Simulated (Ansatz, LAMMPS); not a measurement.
# A frame of liquid (Na,Li)Cl from 1000 K, run at 300 K (140 atoms) in motion

Wanted: a short trajectory of a frame of liquid (Na,Li)Cl from 1000 K, run at 300 K (140 atoms) with its pair distributions.

Calculated with Ansatz 0.2.0; Kohn-Sham DFT, LDA, PAW (set soft_2), plane waves.

## (1) The starting structure

The cell holds 140 atoms: 41 Na, 29 Li and 70 Cl. Its edges and angles: a = 15.511 Å, b = 15.511 Å, c = 15.511 Å, α = 90.0°, β = 90.0°, γ = 90.0°. 140 atoms (41 Na, 29 Li, 70 Cl) placed at random at 1.61 g/cm³, melted at 1800 K for 10 ps at fixed volume with the Lennard-Jones and Coulomb ion parameters for SPC/E (Joung and Cheatham, J. Phys. Chem. B 112, 9020 (2008)), full charges. Snapshot at the end of a hold of 20 ps at 1000 K and fixed volume.

Before any run, some limits are plain. The network of bonds at the start is that of the classical potential that made the cell, and needn't be the one that DFT or experiment would give. The cell was made at 1000 K but the dynamics is set to 300 K: the trajectory isn't one at 1000 K. The ion parameters were fitted for water, not for melts, so the starting structure of this cell may lie well off the real melt's. The Brillouin zone is sampled at Γ only, in a cell whose shortest periodic width is 16 Å.

## (2) Dynamics started at 300 K

A Nosé–Hoover thermostat steers the temperature while disturbing the dynamics little. The time step is 1.0 fs.

input.yaml

```yaml
crystal:
  lattice:
    - [15.5115, 0.0, 0.0]
    - [0.0, 15.5115, 0.0]
    - [0.0, 0.0, 15.5115]
  atoms:
    - { symbol: Na, position: [0.93519, 0.97149, 0.3642] }
    - { symbol: Na, position: [0.74892, 0.47859, 0.15333] }
    - { symbol: Na, position: [0.62087, 0.05262, 0.51842] }
    - { symbol: Na, position: [0.5875, 0.28605, 0.6911] }
    [... 130 atom lines left out ...]
    - { symbol: Cl, position: [0.78641, 0.57805, 0.90796] }
    - { symbol: Cl, position: [0.71132, 0.21302, 0.5625] }
    - { symbol: Cl, position: [0.92834, 0.10158, 0.08368] }
    - { symbol: Cl, position: [0.87719, 0.91478, 0.19799] }
    - { symbol: Cl, position: [0.04605, 0.39341, 0.39139] }
    - { symbol: Cl, position: [0.63646, 0.7895, 0.83787] }
kpoints:
  mp_grid: { grid: [1, 1, 1] }
hamiltonian:
  xc: lda
scf:
  occupations: { method: fixed }
output:
  forces: true
md:
  timestep: 1.0
  n_steps: 97
  ensemble: nvt_nose_hoover
  temperature: 300
  initial_velocities: maxwell_boltzmann
  seed: 6932
```

On the command line:

```sh
ansatz run input.yaml --threads 8 --pin off --max-ram 15872MiB --backend cpu --events-out ev --progress --plain --runs-dir out
```

Run time: 8 min. Hardware: 8 threads of AMD EPYC 9R45, shared host; peak memory 5.2 GiB.

The program notes that it switched symmetry off.

Rows from the run:

| time (fs) | T (K) | potential (meV/atom) | conserved (meV/atom) |
| --- | --- | --- | --- |
| 0.0 | 300 | 0.0 | 0.00 |
| 6.0 | 305 | -0.6 | 0.00 |
| 13.0 | 319 | -2.5 | 0.00 |
| 19.0 | 336 | -4.7 | 0.00 |
| 26.0 | 355 | -7.2 | 0.00 |
| 32.0 | 369 | -9.1 | 0.00 |
| 39.0 | 385 | -11.4 | 0.00 |
| 45.0 | 403 | -14.1 | 0.00 |
| 52.0 | 428 | -18.0 | 0.00 |
| 58.0 | 450 | -21.6 | 0.00 |
| 65.0 | 470 | -25.3 | -0.01 |
| 71.0 | 478 | -27.7 | -0.01 |
| 78.0 | 475 | -29.0 | -0.01 |
| 84.0 | 468 | -29.4 | 0.00 |
| 91.0 | 464 | -30.6 | 0.00 |
| 97.0 | 469 | -32.5 | 0.00 |

Mean square displacement from the first frame to the last: Na 0.30 Å², Li 0.44 Å², Cl 0.19 Å².

Table of mean square displacement by time lag:

| time lag (fs) | Cl (Å²) | Li (Å²) | Na (Å²) |
| --- | --- | --- | --- |
| 1.0 | 2.9e-5 | 1.4e-4 | 4.4e-5 |
| 3.0 | 2.6e-4 | 0.00129 | 4.0e-4 |
| 5.0 | 7.2e-4 | 0.00359 | 0.00111 |
| 7.0 | 0.00140 | 0.00702 | 0.00217 |
| 9.0 | 0.00231 | 0.0116 | 0.00359 |
| 11.0 | 0.00345 | 0.0172 | 0.00536 |
| 13.0 | 0.00481 | 0.0239 | 0.00748 |
| 15.0 | 0.00639 | 0.0315 | 0.00995 |
| 17.0 | 0.00819 | 0.0401 | 0.0128 |
| 19.0 | 0.0102 | 0.0495 | 0.0159 |
| 21.0 | 0.0124 | 0.0598 | 0.0194 |
| 23.0 | 0.0148 | 0.0707 | 0.0232 |
| 25.0 | 0.0174 | 0.0822 | 0.0274 |
| 27.0 | 0.0203 | 0.0942 | 0.0318 |
| 29.0 | 0.0232 | 0.107 | 0.0366 |
| 31.0 | 0.0264 | 0.119 | 0.0416 |
| 33.0 | 0.0298 | 0.132 | 0.0470 |
| 35.0 | 0.0333 | 0.145 | 0.0526 |
| 37.0 | 0.0369 | 0.158 | 0.0585 |
| 39.0 | 0.0408 | 0.171 | 0.0647 |
| 41.0 | 0.0447 | 0.184 | 0.0711 |
| 43.0 | 0.0488 | 0.197 | 0.0777 |
| 45.0 | 0.0531 | 0.209 | 0.0846 |
| 47.0 | 0.0574 | 0.222 | 0.0917 |
| 49.0 | 0.0619 | 0.233 | 0.0990 |

Over the second half of 97 fs the temperature averages 462 K, rising from about 437 to 465 K (means over the first and last quarter of that half). The conserved energy stays within 0.01 meV/atom. From first frame to last Li has the largest mean square displacement, 0.44 Å² at the end; the farthest move is 1.20 Å. The mean temperature of 462 K lies well off the 300 K of the input, so the thermostat hasn't yet brought the run to equilibrium. The run spans 0.10 ps, too short for its means to be equilibrium values.

## (3) Structure statistics late in the run

The g(r) is a mean over the second half; what follows it is taken at the last frame.

Density 1.61 g/cm³, 26.66 Å³ an atom.

Mean of 14 frames. Pair distribution functions g(r), in bins of 0.2 Å:

| r (Å) | total | Cl-Cl | Cl-Na | Cl-Li | Na-Na | Na-Li | Li-Li |
| --- | --- | --- | --- | --- | --- | --- | --- |
| 2.00 | 0.02 | 0.00 | 0.00 | 0.09 | 0.00 | 0.00 | 0.00 |
| 2.20 | 0.69 | 0.00 | 0.00 | 3.32 | 0.00 | 0.00 | 0.00 |
| 2.40 | 1.10 | 0.00 | 0.34 | 4.85 | 0.00 | 0.00 | 0.00 |
| 2.60 | 1.38 | 0.00 | 2.77 | 2.76 | 0.00 | 0.00 | 0.00 |
| 2.80 | 1.64 | 0.00 | 4.56 | 1.44 | 0.00 | 0.00 | 0.15 |
| 3.00 | 0.97 | 0.00 | 2.23 | 1.07 | 0.00 | 0.44 | 0.95 |
| 3.20 | 0.73 | 0.12 | 1.32 | 0.59 | 0.00 | 1.05 | 1.42 |
| 3.40 | 0.84 | 1.00 | 0.96 | 0.39 | 0.34 | 1.19 | 1.39 |
| 3.60 | 1.05 | 1.64 | 0.53 | 0.43 | 1.33 | 1.75 | 1.64 |
| 3.80 | 1.32 | 2.38 | 0.60 | 0.40 | 1.88 | 1.94 | 1.73 |
| 4.00 | 1.14 | 2.14 | 0.42 | 0.47 | 1.32 | 1.73 | 1.33 |
| 4.20 | 1.10 | 1.91 | 0.44 | 0.64 | 1.41 | 1.47 | 1.35 |
| 4.40 | 0.97 | 1.21 | 0.50 | 0.68 | 1.85 | 1.43 | 1.24 |
| 4.60 | 0.90 | 1.16 | 0.59 | 0.58 | 1.61 | 1.16 | 0.82 |
| 4.80 | 0.98 | 1.04 | 0.66 | 1.06 | 1.36 | 1.33 | 0.63 |
| 5.00 | 0.85 | 0.72 | 0.75 | 0.89 | 1.20 | 1.09 | 0.76 |
| 5.20 | 0.86 | 0.93 | 0.83 | 0.81 | 0.79 | 0.87 | 1.02 |
| 5.40 | 1.01 | 0.93 | 0.90 | 1.47 | 0.94 | 0.86 | 0.67 |
| 5.60 | 1.08 | 0.91 | 1.31 | 1.44 | 0.58 | 0.71 | 0.65 |
| 5.80 | 1.05 | 0.67 | 1.49 | 1.34 | 0.73 | 0.62 | 0.82 |
| 6.00 | 1.03 | 0.51 | 1.41 | 1.38 | 0.92 | 0.68 | 1.00 |
| 6.20 | 0.98 | 0.55 | 1.36 | 1.23 | 0.69 | 0.81 | 0.65 |
| 6.40 | 1.03 | 0.75 | 1.42 | 1.10 | 0.85 | 0.81 | 0.73 |
| 6.60 | 1.02 | 0.85 | 1.23 | 1.06 | 0.90 | 0.91 | 0.94 |
| 6.80 | 0.97 | 1.04 | 1.11 | 0.82 | 0.74 | 0.98 | 0.84 |
| 7.00 | 1.01 | 1.20 | 0.94 | 0.81 | 0.84 | 1.10 | 1.39 |
| 7.20 | 1.02 | 1.19 | 0.86 | 0.93 | 0.90 | 1.14 | 1.62 |
| 7.40 | 0.99 | 1.29 | 0.74 | 0.81 | 1.20 | 1.06 | 1.25 |

Bonds by pair of elements; cutoffs follow the first minimum of g(r), held within bounds set by covalent radii, and pairs that aren't listed don't count as bonded:

| pair A-B | cutoff (Å) | bonds | mean length (Å) | spread (Å) | shortest (Å) | B about A | A about B |
| --- | --- | --- | --- | --- | --- | --- | --- |
| Cl-Na | 3.56 | 197 | 2.90 | 0.263 | 2.42 | 2.81 | 4.80 |
| Cl-Li | 3.06 | 112 | 2.50 | 0.239 | 2.07 | 1.6 | 3.86 |

The cutoff for Cl-Li falls short of the minimum of g(r), so counts run low and odd coordinations can be artefacts.

How many atoms have how many bonded neighbours:

| element | mean | 3 | 4 | 5 | 6 |
| --- | --- | --- | --- | --- | --- |
| Cl | 4.41 | 5 | 33 | 30 | 2 |
| Li | 3.86 | 8 | 17 | 4 | 0 |
| Na | 4.80 | 3 | 8 | 24 | 6 |

Bond angles (no mean is given where the spread exceeds 20°):

| angle | count | mean (°) | spread (°) |
| --- | --- | --- | --- |
| Cl-Na-Cl | 387 | - | - |
| Li-Cl-Na | 275 | - | - |
| Na-Cl-Na | 209 | - | - |
| Cl-Li-Cl | 166 | - | - |
| Li-Cl-Li | 59 | - | - |

Bond length by coordination (bonds to H left out):

| element | coordination | atoms | mean bond length (Å) |
| --- | --- | --- | --- |
| Cl | 3 | 5 | 2.58 |
| Cl | 4 | 33 | 2.70 |
| Cl | 5 | 30 | 2.82 |
| Cl | 6 | 2 | 2.80 |
| Li | 3 | 8 | 2.37 |
| Li | 4 | 17 | 2.50 |
| Li | 5 | 4 | 2.65 |
| Na | 3 | 3 | 2.79 |
| Na | 4 | 8 | 2.81 |
| Na | 5 | 24 | 2.91 |
| Na | 6 | 6 | 3.01 |

First main peaks of g(r), for some of the pairs, lie near 3.8 Å (Cl-Cl), 2.8 Å (Cl-Na), 2.3 Å (Cl-Li) and 3.7 Å (Na-Li).

## (4) Single point at the last frame

The last frame is solved again with fuller output, to read the electronic structure of a thermally displaced geometry.

input.yaml

```yaml
crystal:
  lattice:
    - [15.5115, 0.0, 0.0]
    - [0.0, 15.5115, 0.0]
    - [0.0, 0.0, 15.5115]
  atoms:
    - { symbol: Na, position: [0.91829, 0.98213, 0.36293] }
    - { symbol: Na, position: [0.77184, 0.45742, 0.14213] }
    - { symbol: Na, position: [0.63896, 0.0469, 0.5153] }
    - { symbol: Na, position: [0.60893, 0.29186, 0.70004] }
    [... 130 atom lines left out ...]
    - { symbol: Cl, position: [0.77199, 0.57011, 0.88229] }
    - { symbol: Cl, position: [0.68833, 0.23048, 0.56414] }
    - { symbol: Cl, position: [0.93799, 0.09995, 0.08242] }
    - { symbol: Cl, position: [0.87947, 0.92326, 0.19157] }
    - { symbol: Cl, position: [0.05781, 0.42541, 0.41611] }
    - { symbol: Cl, position: [0.62006, 0.77765, 0.82328] }
kpoints:
  mp_grid: { grid: [1, 1, 1] }
hamiltonian:
  xc: lda
scf:
  occupations: { method: fixed }
output:
  forces: true
  stress: true
  populations: true
  dos:
    method: { smearing: { sigma: 0.15 } }
    de: 0.1
    projected: { site_lists: { Cl: [Cl], Li: [Li], Na: [Na] } }
  eigenvalues: true
  write_density: true
  write_potential: true
  volumetric_format: npy
```

The job ended after 15 s (8 threads; peak memory 5.2 GiB; 1.9 min of CPU time).

The run gave:

- free energy: -139290.5641 eV
- free energy per atom: -994.9326 eV/atom
- SCF cycles: 8
- pressure: -2.299 GPa
- r.m.s. force component: 0.2503 eV/Å
- longest force: 1.071 eV/Å
- Fermi energy: -0.03913 eV
- gap (highest filled to lowest empty level): 3.366 eV
- spilling of the projection: 0.004134

Length of the force by element:

| element | coordination | atoms | mean length of the force (eV/Å) | spread | least | most |
| --- | --- | --- | --- | --- | --- | --- |
| Cl | all | 70 | 0.386 | 0.188 | 0.0168 | 0.980 |
| Li | all | 29 | 0.439 | 0.207 | 0.134 | 0.889 |
| Na | all | 41 | 0.353 | 0.189 | 0.0829 | 1.07 |

Löwdin charges by element (they lack the spilled electrons, 0.028 e an atom on average):

| element | coordination | atoms | mean charge (e) | spread | least | most |
| --- | --- | --- | --- | --- | --- | --- |
| Cl | all | 70 | -0.650 | 0.0114 | -0.681 | -0.626 |
| Li | all | 29 | 0.695 | 0.0102 | 0.678 | 0.724 |
| Na | all | 41 | 0.714 | 0.0143 | 0.683 | 0.753 |

States in the cell by windows of 1 eV, zero at the Fermi level; the larger projections on atomic orbitals stand beside the total:

| from (eV) | to (eV) | total | Cl p | Na s | Cl s |
| --- | --- | --- | --- | --- | --- |
| -14 | -13 | 69.0 | 0.1 | 2.1 | 64.1 |
| -13 | -12 | 66.2 | 0.1 | 1.5 | 63.3 |
| -12 | -11 | 2.3 | 0.0 | 0.1 | 2.2 |
| -11 | -4 | 0.0 | 0.0 | 0.0 | 0.0 |
| -4 | -3 | 6.9 | 6.3 | 0.3 | 0.0 |
| -3 | -2 | 110.0 | 101.3 | 3.9 | 0.4 |
| -2 | -1 | 194.4 | 187.3 | 3.1 | 0.5 |
| -1 | 0 | 107.1 | 105.2 | 0.7 | 0.1 |
| 0 | 1 | 1.6 | 1.6 | 0.0 | 0.0 |
| 1 | 3 | 0.0 | 0.0 | 0.0 | 0.0 |
| 3 | 4 | 2.1 | 0.0 | 1.2 | 0.4 |
| 4 | 5 | 17.9 | 1.8 | 10.3 | 1.6 |

With fixed occupations the program's Fermi level is the highest filled level; weight inside the gap is the broadening of levels at its edges.

Between -26 and -14 eV lie 248 more states.

The stored curve holds about 806 of the 946 electrons; the rest, give or take the few that broadening carries across the Fermi level, lie in deeper levels below its range.

The levels nearest the highest filled one (over half full), pooled over k-points and spins:

| level less the highest filled one (eV) | occupation |
| --- | --- |
| -0.382 | 2 |
| -0.340 | 2 |
| -0.296 | 2 |
| -0.256 | 2 |
| -0.131 | 2 |
| 0 | 2 |
| 3.37 | 0 |
| 4.18 | 0 |
| 4.23 | 0 |
| 4.30 | 0 |
| 4.39 | 0 |
| 4.43 | 0 |

Mean Löwdin charges: Cl -0.65, Li +0.70, Na +0.71 e (they miss 0.41 % of the electrons, so they add up to more than the cell's charge). The largest share in the top eV of filled states is Cl p (99 % of the projected weight), and in the lowest eV of empty states Na s (64 % of the projected weight).

## (5) Outcome

| Item | Value |
| --- | --- |
| mean temperature, second half | 462.1 K |
| temperature swing, second half | 16.1 K |
| slope of the conserved energy against time, by least squares | -0.0446 meV/atom/ps |
| free energy per atom | -994.9326 eV/atom |
| pressure | -2.299 GPa |
| r.m.s. force component | 0.2503 eV/Å |
| gap (highest filled to lowest empty level) | 3.366 eV |
| wall time of the 2 DFT runs | 8.3 min |

In words: Over the second half of 97 fs the temperature averages 462 K, rising from about 437 to 465 K (means over the first and last quarter of that half). The conserved energy stays within 0.01 meV/atom. The mean temperature of 462 K lies well off the 300 K of the input, so the thermostat hasn't yet brought the run to equilibrium. The run spans 0.10 ps, too short for its means to be equilibrium values. Between filled and empty levels lie 3.37 eV (at Γ alone); a local or semilocal functional tends to put such gaps too low. In a disordered cell it changes from sample to sample and from frame to frame.

Caveats: The pressure of -2.3 GPa is that of one thermal frame at a volume set beforehand, without the kinetic term.

[Logs are printed without paths, hosts, clocks, repeated set-up lines and the standing remarks that a program may print on its own settings, such as how far it seeks lower states.]

[Hosts, paths, dates, database ids (printed as entryN), source tags and the programs' standing remarks are cut or masked in the printed files.]
